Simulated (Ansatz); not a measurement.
Planning a run of Ansatz 0.2.0 on K2CdSe2O6 (R-3m). The input:

```yaml
crystal:
  lattice:
    - [2.84875, 1.6447265794, 6.3162]
    - [-2.84875, 1.6447265794, 6.3162]
    - [0.0, -3.2894531587, 6.3162]
  atoms:
    - { symbol: K, position: [0.8028368916, 0.8028368916, 0.8028368916] }
    - { symbol: K, position: [0.1971631084, 0.1971631084, 0.1971631084] }
    - { symbol: Cd, position: [0.0, 0.0, 0.0] }
    - { symbol: Se, position: [0.6229802507, 0.6229802507, 0.6229802507] }
    - { symbol: Se, position: [0.3770197493, 0.3770197493, 0.3770197493] }
    - { symbol: O, position: [0.7422192338, 0.269620956, 0.7422192338] }
    - { symbol: O, position: [0.7422192338, 0.7422192338, 0.269620956] }
    - { symbol: O, position: [0.269620956, 0.7422192338, 0.7422192338] }
    - { symbol: O, position: [0.2577807662, 0.730379044, 0.2577807662] }
    - { symbol: O, position: [0.730379044, 0.2577807662, 0.2577807662] }
    - { symbol: O, position: [0.2577807662, 0.2577807662, 0.730379044] }
kpoints:
  mp_grid: { grid: [2, 2, 2] }
hamiltonian:
  xc: pbe
  pseudopotentials: { kind: paw, azcp: { folder: soft_1 } }
scf:
  occupations: { method: fixed }
gw:
  n_empty_bands: 2095
  ecut_chi: 100
  qp_bands: [v3, c3]
  qp_kpoints: band_edges
  screening: { model: contour_deformation }
```

```sh
ansatz run input.yaml --threads 2 --pin off --max-ram 92160MiB --backend cuda --events-out ev --progress --plain --runs-dir out --devices 1 --max-vram 13GiB
```

**Question.** How long will it take on 1 × NVIDIA H100 80GB HBM3 (shared by 6 runs) with 2 threads of AMD EPYC 7R13 (Zen 3), shared host, and how much memory?

It took 72 s; on shared hardware allow 36 s to 2.4 min. Peak host memory was 2.6 GiB. The sizes that set the cost: 3465 plane waves a state, 4 irreducible k points, 2148 bands summed, 401 plane waves in the screening and 11 SCF cycles.

The screening grows as filled bands × empty bands × pairs of k points, times the square of the screening basis for the matrix.

[Paths, hosts, dates, memory and timing lines, banners, echoed tables and standing remarks are left out of the program output.]

[Logs are printed without paths, hosts, clocks, repeated set-up lines and the standing remarks that a program may print on its own settings, such as how far it seeks lower states.]

[Runs of the session that timed out or met a known fault of the program may be left out.]

[Cells called generated may have been cut or substituted from an entry of the Crystallography Open Database or the Materials Project.]

[Hosts, paths, dates, database ids (printed as entryN), source tags and the programs' standing remarks are cut or masked in the printed files.]
